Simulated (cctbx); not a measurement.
# Diagnosing a refinement

Cell a = 6.7480 Å, b = 6.8600 Å, c = 11.5110 Å, α = 90.00°, β = 125.12°, γ = 90.00°; space group P2_1/c (no. 14). The compound is Gd2ZrFeS6.

The data are simulated with cctbx, not measured: synchrotron X-rays, λ = 0.6889 Å, to d = 0.6 Å, 95 % of the full sphere, strongest reflection 20000 counts, noise from counting, a 6 % proportional error and a noise floor of 2 counts (s.d.); no absorption.

An anisotropic refinement with weights 1/σ² prints:

```text
Rint 0.049, 2122 unique reflections to 0.60 A
cycle     R1     wR2    GooF  max shift (A)
   1  0.1985  0.5268   9.864   0.00721
   2  0.1950  0.4623   8.655   0.00028
final R1 0.1948 wR2 0.4623 GooF 8.654  parameters 39  data/parameter 54.4
atom        x        y        z      Ueq    occ   su(xyz)  su(Uiso or U11)
Gd1    0.27558  0.43532  0.24886   0.0060  1.000  0.00019  0.0005
Zr1    0.50000  0.00000  0.50000   0.0083  1.000  0.00000  0.0021
Fe1    0.00000  0.50000  0.50000   0.0091  1.000  0.00000  0.0018
S1     0.14097  0.03502  0.25145   0.0161  1.000  0.00118  0.0021
S2     0.75807  0.19292  0.44680   0.0147  1.000  0.00115  0.0026
difference map: max 82.30 min -5.07 rms 3.50
Q1    0.3752  0.1877  0.0595    4   82.95  2.54 A from Zr1
Q2    0.2796  0.0669  0.7493    4   71.41  0.03 A from Gd1
Q3    0.0000  0.0000  0.0000    2   23.49  0.00 A from Fe1
Q4    0.5000  0.0000  0.5000    2   21.93  0.00 A from Zr1
Q5    0.2490  0.6992  0.0527    4   19.34  0.07 A from S2
Q6    0.1510  0.0347  0.2503    4   13.92  0.08 A from S1
```

**Question.** Can this result stand? If not, what is the likely fault?

Mend it. The fault: an atom left out, S at (0.6264, 0.6872, 0.4415). Against the right model at the same level, R1 goes from 0.0186 to 0.1948 and GooF from 0.91 to 8.65, U of Gd1 shrinks from 0.0127 to 0.0060 Å², U of Zr1 shrinks from 0.0156 to 0.0083 Å², U of Fe1 shrinks from 0.0153 to 0.0091 Å² and the top difference peak, 83.0 e/Å³, lies 2.54 Å from Zr1. Q1 is the missing atom. With scattering power missing, scale and phases suffer, so peaks may also grow on the heavy atoms.

The compound is Gd2ZrFeS6. The right model at the same level gives:

```text
Rint 0.049, 2122 unique reflections to 0.60 A
cycle     R1     wR2    GooF  max shift (A)
   1  0.0410  0.1202   2.255   0.00219
   2  0.0186  0.0485   0.911   0.00000
final R1 0.0186 wR2 0.0485 GooF 0.911  parameters 48  data/parameter 44.2
atom        x        y        z      Ueq    occ   su(xyz)  su(Uiso or U11)
Gd1    0.27580  0.43501  0.24882   0.0127  1.000  0.00002  0.0001
Zr1    0.50000  0.00000  0.50000   0.0156  1.000  0.00000  0.0002
Fe1    0.00000  0.50000  0.50000   0.0153  1.000  0.00000  0.0002
S1     0.62636  0.68725  0.44140   0.0216  1.000  0.00013  0.0003
S2     0.14199  0.03548  0.25135   0.0215  1.000  0.00012  0.0002
S3     0.75721  0.19348  0.44657   0.0165  1.000  0.00011  0.0002
difference map: max 0.84 min -0.96 rms 0.24
Q1    0.1677  0.0472  0.3189    4    0.88  0.70 A from S2
Q2    0.2896  0.1312  0.1213    4    0.86  1.21 A from S1
Q3    0.1418  0.6878  0.7669    4    0.85  1.54 A from S2
Q4    0.2327  0.5281  0.6886    4    0.84  1.26 A from S2
Q5    0.4458  0.6574  0.6265    4    0.83  1.52 A from S3
Q6    0.4341  0.1026  0.9232    4    0.83  1.66 A from Gd1
```

Isotropic U is held between 0.0001 and 1 Å² by the program, and listed peak heights are interpolated, so they can pass the grid's maximum.

The model is made up (kin elements in a known structure type, no relaxation), so it says nothing on whether the phase exists.

[Middle refinement cycles are left out of these outputs.]

[Logs are printed without paths, hosts, clocks, repeated set-up lines and the standing remarks that a program may print on its own settings, such as how far it seeks lower states.]
